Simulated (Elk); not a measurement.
# Bands of Cr (Chromium) in the lowest magnetic state tried

How do the spin channels of Cr (Chromium) fill?

Calculated with Elk 11.2.3 (patched build); PBE; all-electron APW+lo, Dirac cores, scalar-relativistic bands.

## 1. Starting point

Symmetry: Im-3m, No. 229, cubic system. Conventional cell: a = 2.884 Å, b = 2.884 Å, c = 2.884 Å, α = 90.00°, β = 90.00°, γ = 90.00°. Nearest to Cr lie 8 Cr at 2.50 Å.

## 2. The magnetic state

Bands and densities of states are read from a converged potential, so the magnetic state comes first.

This is the lowest of the starts that converged (antiferro q=(1/2,1/2,1/2) +-). Its cell is doubled, so bands are folded, the special points are those of the doubled cell and densities of states count per doubled cell.

The last three numbers of an atom's line are a seed field in its sphere. It points against the wanted moment and shrinks by the factor reducebf each loop.

Contents of elk.in:

```
tasks
  0

xctype
  20

rgkmax
  7.0

nempty
  12

swidth
  0.001837

reducebf
  0.5

epsengy
  1e-05

maxscl
  100

lmaxi
  3

spinpol
  .true.

sppath
  './'

avec
  -5.44978117081 5.44978117081 5.44978117081
  0.00000000000 0.00000000000 5.44978117081
  0.00000000000 5.44978117081 0.00000000000

atoms
  1
  'Cr.in'
  2
  0.0000000000 0.0000000000 0.0000000000   0.000000 0.000000 -0.125000
  0.5000000000 0.0000000000 0.0000000000   0.000000 0.000000 0.125000

ngridk
  8 16 16
```

Run with:

```
$ OMP_NUM_THREADS=4 elk
```

Numbers of over 12 decimals in the logs are rounded to 6 here.

The program printed:

```text
┌─────────────────────────┐
│ Elk code version 11.2.3 │
└─────────────────────────┘

All units are atomic (Hartree, Bohr, etc.)

┌─────────────────────────────────────────────────┐
│ Ground-state run starting from atomic densities │
└─────────────────────────────────────────────────┘

Lattice vectors :
  -5.449781171       5.449781171       5.449781171
   0.000000000       0.000000000       5.449781171
   0.000000000       5.449781171       0.000000000

Species : 1 (Cr)
 parameters loaded from : Cr.in
 name : chromium
 nuclear charge    :   -24.00000000
 electronic charge :    24.00000000
 atomic mass :    94783.09202
 muffin-tin radius :    2.334824469
 number of radial points in muffin-tin :    993
 inner part over the whole radius :   0.9938561239E-02
 number on inner part of muffin-tin    :    699
 approximate nuclear radius :   0.6987106690E-04
 number of mesh points to nuclear radius :    329
 atomic positions (lattice), magnetic fields (Cartesian) :
  1 :   0.00000000  0.00000000  0.00000000    0.00000000  0.00000000 -0.12500000
  2 :   0.50000000  0.00000000  0.00000000    0.00000000  0.00000000  0.12500000

Total number of atoms per unit cell :    2
Total muffin-tin volume :    106.6304675
 ratio of muffin-tin to unit cell volume :   0.6587856359

Spin treatment :
 spin-polarised
 global magnetic field (Cartesian) :    0.000000000       0.000000000       0.000000000
 collinear magnetisation in z-direction

Number of Bravais lattice symmetries :   48
Number of crystal symmetries         :   96
Crystal has inversion symmetry
Real symmetric eigensolver will be used

k-point grid :      8    16    16
k-point offset :    0.000000000       0.000000000       0.000000000
k-point set is reduced with full crystal symmetry group
Total number of k-points :       85

Muffin-tin radius times maximum |G+k| :    7.000000000
 using average radius
Maximum |G+k| for APW functions       :    2.998084049
Maximum (1/2)|G+k|²                   :    4.494253983
Maximum |G| for potential and density :    12.00000000
Constant for pseudocharge density :    7
 order of it for each species :   14
 order of it for pair densities of each species (exact exchange by exxq0 0: 14) :   10
Radial integration step length :    1

G-vector grid sizes :     40    21    21
Number of G-vectors :     4729

Maximum angular momentum used for
 APW functions            :    8
 outer part of muffin-tin :    6
 inner part of muffin-tin :    3

Number of empty states         :     24
Total number of valence states :     78
Total number of core states    :     20

Third-order local-orbitals added for an l without core states : T
Total number of local-orbitals :     46

Exchange-correlation functional :     20     0     0
 Perdew-Burke-Ernzerhof, Phys. Rev. Lett. 77, 3865 (1996)
 gradient requirement :    1
 generalised gradient approximation (GGA)

Smearing type :    3
 Fermi-Dirac
Smearing width :   0.1837000000E-02
Effective electronic temperature (K) :    580.0787206

Mixing type :    3
 Broyden mixing, J. Phys. A: Math. Gen. 17, L317 (1984)

Kohn-Sham potential initialised from atomic data

┌──────────────────────────────┐
│ Self-consistent loop started │
└──────────────────────────────┘

┌─────────────────┐
│ Loop number : 1 │
└─────────────────┘

Energies :
 Fermi                       :     0.321904
 sum of occupied eigenvalues :     -1220.8561690041
 electron kinetic            :      2115.8408203728
 core electron kinetic       :      1925.9804655071
 Coulomb                     :     -4121.0842241356
 Coulomb potential           :     -3224.8803102507
 nuclear-nuclear             :     -384.63901597461
 electron-nuclear            :     -4263.5713083926
 Hartree                     :      527.12610023160
 Madelung                    :     -2508.6440690102
 xc potential                :     -111.69982660211
 xc effective B-field        :    -0.76581375046267E-01
 external B-field            :      0.000000
 exchange                    :     -94.516618625066
 correlation                 :     -2.190600
 electron entropic           :    -0.15611198225334E-03
 total energy                :     -2101.9507786860
 (external B-field energy excluded from total)

Density of states at Fermi energy :    13.70183279
 (states/Hartree/unit cell)

Estimated indirect band gap :   0.5495309612E-03
 from k-point 8 to k-point 9
Estimated direct band gap   :   0.1072818898E-01
 at k-point 28

Charges :
 core                        :    20.00000000
 valence                     :    28.00000000
 interstitial                :    2.874256198
 muffin-tins (core leakage)
  species : 1 (Cr)
   atom 1                    :    22.56287190     ( -0.2218858199E-06)
   atom 2                    :    22.56287190     ( -0.2218858199E-06)
 total in muffin-tins        :    45.12574380
 total calculated charge     :    47.99995973
 total charge                :    48.00000000
 error                       :   0.4027163492E-04

Moments :
 interstitial                :   0.4831959384E-17
 muffin-tins
  species : 1 (Cr)
   atom 1                    :    1.408165941
   atom 2                    :   -1.408165941
 total in muffin-tins        :    0.000000000
 total moment                :   0.4831959384E-17

[... earlier loops left out ...]

┌──────────────────┐
│ Loop number : 20 │
└──────────────────┘

Energies :
 Fermi                       :     0.372001
 sum of occupied eigenvalues :     -1220.8845129185
 electron kinetic            :      2125.8895182243
 core electron kinetic       :      1925.4934204470
 Coulomb                     :     -4130.0611065954
 Coulomb potential           :     -3220.1913705151
 nuclear-nuclear             :     -384.63901597461
 electron-nuclear            :     -4286.4710728433
 Hartree                     :      541.04898222249
 Madelung                    :     -2519.9654213378
 xc potential                :     -126.53054003041
 xc effective B-field        :    -0.52120506848751E-01
 external B-field            :      0.000000
 exchange                    :     -95.417377325462
 correlation                 :     -2.185770
 electron entropic           :    -0.20424416828759E-03
 total energy                :     -2101.7749402317
 (external B-field energy excluded from total)

Density of states at Fermi energy :    17.91835834
 (states/Hartree/unit cell)

Estimated indirect band gap :   0.2134903618E-02
 from k-point 32 to k-point 23
Estimated direct band gap   :   0.1149316152E-01
 at k-point 8

Charges :
 core                        :    20.00000000
 valence                     :    28.00000000
 interstitial                :    2.362652985
 muffin-tins (core leakage)
  species : 1 (Cr)
   atom 1                    :    22.81867351     ( -0.2218884614E-06)
   atom 2                    :    22.81867351     ( -0.2218884614E-06)
 total in muffin-tins        :    45.63734701
 total calculated charge     :    47.99998479
 total charge                :    48.00000000
 error                       :   0.1521288767E-04

Moments :
 interstitial                :   0.3294620566E-17
 muffin-tins
  species : 1 (Cr)
   atom 1                    :    1.160640985
   atom 2                    :   -1.160640985
 total in muffin-tins        :  -0.2220446049E-15
 total moment                :  -0.2187499844E-15

┌──────────────────────────────┐
│ Self-consistent loop stopped │
└──────────────────────────────┘

Wrote STATE.OUT
```

It took 5 min on 4 threads of Intel Xeon at 2.70GHz, shared host; peak memory 0.2 GiB.

Read from the output:

| Quantity | Value |
| --- | --- |
| density of states at the Fermi level | 0.6585 states/eV/cell |
| moment between the spheres | 0 μB |
| magnetization | 0 μB |
| final state | antiferromagnetic |
| largest moment | 1.161 μB |

## 3. Levels along a path and on the mesh

The potential is kept. Point names follow a standard table for this cell's lattice and can differ from other conventions. The density of states is interpolated from the levels on the mesh (so its value at the Fermi level can differ from the smeared one of the ground-state run), and the bands are solved anew along a path of special points.

Contents of elk.in:

```
tasks
  10
  20
  15
  33
  73

xctype
  20

rgkmax
  7.0

nempty
  12

swidth
  0.001837

reducebf
  0.5

epsengy
  1e-05

maxscl
  100

lmaxi
  3

spinpol
  .true.

sppath
  './'

avec
  -5.44978117081 5.44978117081 5.44978117081
  0.00000000000 0.00000000000 5.44978117081
  0.00000000000 5.44978117081 0.00000000000

atoms
  1
  'Cr.in'
  2
  0.0000000000 0.0000000000 0.0000000000   0.000000 0.000000 -0.000125
  0.5000000000 0.0000000000 0.0000000000   0.000000 0.000000 0.000125

ngridk
  8 16 16

wplot
  300 60 1
  -0.35000 0.25000

plot1d
  7 84
  0.00000000 0.00000000 0.00000000
  0.50000000 0.00000000 0.50000000
  0.00000000 0.00000000 0.50000000
  0.00000000 0.00000000 0.00000000
  0.50000000 0.50000000 0.50000000
  0.50000000 0.00000000 0.50000000
  0.50000000 0.50000000 0.50000000

plot3d
  0 0 0
  1 0 0
  0 1 0
  0 0 1
  25 15 15
```

Run with:

```
$ OMP_NUM_THREADS=4 elk
```

The program printed:

```text
┌─────────────────────────────────┐
│ Elk code version 11.2.3 started │
└─────────────────────────────────┘

Info(readinput): the functional depends on the density's gradient
 muffin-tin radial points multiplied by    2.00000
 (not where nrmtscf is given)

┌───────────────────┐
│ Current task : 10 │
└───────────────────┘
Info(checkmt): changed muffin-tin radius of species 1 (Cr) from   2.4000 to   2.3348

Info(writedos):
 Total density of states written to TDOS.OUT

 Partial density of states written to PDOS_Sss_Aaaaa.OUT
 for all species and atoms

 Spin-quantisation axis :    0.000000000       0.000000000       1.000000000

 Eigenvalues of a random matrix symmetrised with the site
 symmetries in the Yₗₘ basis written to ELMIREP.OUT for all
 species and atoms. Degenerate eigenvalues correspond to
 irreducible representations of each site symmetry group

 Interstitial density of states written to IDOS.OUT

 Fermi energy is at zero in plots

 DOS units are states/Hartree/unit cell

┌───────────────────┐
│ Current task : 20 │
└───────────────────┘

Info(bandstr):
 Band structure plot written to BAND.OUT

 Fermi energy is at zero in plot

 Vertex location lines written to BANDLINES.OUT

┌───────────────────┐
│ Current task : 15 │
└───────────────────┘

Info(writelsj):
 muffin-tin L, S and J expectation values written to LSJ.OUT

┌───────────────────┐
│ Current task : 33 │
└───────────────────┘

Info(rhoplot): 3D density plot written to RHO3D.OUT

┌───────────────────┐
│ Current task : 73 │
└───────────────────┘

Info(vecplot):
 3D magnetisation density written to MAG3D.OUT

┌──────────────────┐
│ Elk code stopped │
└──────────────────┘
```

Wall time 2.2 min (4 threads); peak memory 0.33 GiB.

The electronic bands at the labelled points (eV, zero at the Fermi level; # counts the bands kept):

```
          point  up #5  up #6  up #7  up #8  down #5  down #6  down #7  down #8
              Γ  -0.83  -0.83   1.27   1.28    -0.83    -0.83     1.27     1.28
0.55 of the way  -0.87  -0.37   0.28   1.22    -0.87    -0.37     0.28     1.22
              X  -0.78  -0.78   0.20   0.31    -0.78    -0.78     0.20     0.31
0.55 of the way  -1.36  -0.93   0.79   0.86    -1.36    -0.93     0.79     0.86
              M   1.03   1.03   1.10   1.11     1.03     1.03     1.10     1.11
        halfway  -1.20  -0.56   0.63   0.98    -1.20    -0.56     0.63     0.98
              Γ  -0.83  -0.83   1.27   1.28    -0.83    -0.83     1.27     1.28
        halfway  -1.89  -1.89   1.30   1.30    -1.89    -1.89     1.30     1.30
              R  -1.79  -1.79   1.13   1.13    -1.79    -1.79     1.13     1.13
        halfway  -1.79  -1.22   1.06   1.19    -1.79    -1.22     1.06     1.19
              X  -0.78  -0.78   0.20   0.31    -0.78    -0.78     0.20     0.31
0.47 of the way  -1.73  -1.21   1.01   1.07    -1.73    -1.21     1.01     1.07
              R  -1.79  -1.79   1.13   1.13    -1.79    -1.79     1.13     1.13
```

The density of states has structure finer than the step of the table below, so its rows give means over 0.5 eV, whole bins alone (the curve runs from -9.52 to 6.75 eV). Peaks (eV: height): up = down -3.32: 1.81, -2.18: 2.53, -1.20: 2.52, 1.20: 3.79, 1.52: 3.23, 2.07: 2.44; Cr1 d up -3.27: 0.695, -2.18: 1.34, -1.20: 1.20, 1.20: 2.01, 1.52: 1.42; Cr1 d down -3.27: 0.439, -2.18: 0.688, -1.25: 0.722, 1.03: 1.68, 1.52: 1.59, 2.07: 1.81.

Density of states against energy, zero at the Fermi level; means over each step; values in states/eV/cell:

```
energy (eV)  up = down  Cr1 d up  Cr1 d down
       -8.0     9.7e-6         0           0
       -7.5     0.0207         0           0
       -7.0     0.0552    1.6e-4      1.2e-4
       -6.5     0.0817    6.9e-4      5.0e-4
       -6.0      0.109   0.00208     0.00147
       -5.5      0.143   0.00541     0.00374
       -5.0      0.195    0.0139     0.00916
       -4.5      0.333    0.0489      0.0295
       -4.0      0.806     0.243       0.146
       -3.5       1.37     0.500       0.319
       -3.0       1.09     0.439       0.285
       -2.5       1.18     0.620       0.283
       -2.0       1.87     0.974       0.534
       -1.5       2.00     0.938       0.591
       -1.0       1.83     0.894       0.489
       -0.5      0.747     0.420       0.138
        0.0      0.315     0.132      0.0926
        0.5      0.793     0.245       0.450
        1.0       2.89      1.19        1.49
        1.5       2.45      1.06        1.22
        2.0       1.73     0.432        1.18
        2.5       1.14     0.361       0.691
        3.0      0.370     0.115       0.196
        3.5      0.371    0.0872       0.181
        4.0      0.343    0.0785       0.145
        4.5      0.308    0.0691       0.115
        5.0      0.286    0.0622      0.0954
        5.5      0.256    0.0539      0.0775
        6.0      0.232    0.0465      0.0640
```

## 4. Results

| Quantity | Value |
| --- | --- |
| state | antiferromagnetic |
| largest moment | 1.16 μB |

What this shows: Right at the Fermi level (the table gives means over its steps) the density of states is 0.30 states/eV a cell for spin up and 0.30 for spin down. Within the window shown, the centres of the Cr1 d states of the two spins lie 0.99 eV apart, a rough measure of the splitting of the spins. The state is the lowest of the starts that converged. These are Kohn–Sham levels without spin–orbit coupling.

[Logs and program files are shortened in this print: banners, set-up blocks, solver, clock and traceback lines can be left out without a mark of their own.]

[Logs are printed without paths, hosts, clocks, repeated set-up lines and the standing remarks that a program may print on its own settings, such as how far it seeks lower states.]

[Hosts, paths, dates, database ids (printed as entryN), source tags and the programs' standing remarks are cut or masked in the printed files.]

[Where a cell is said to come from a database of computed structures, the database is the Materials Project.]
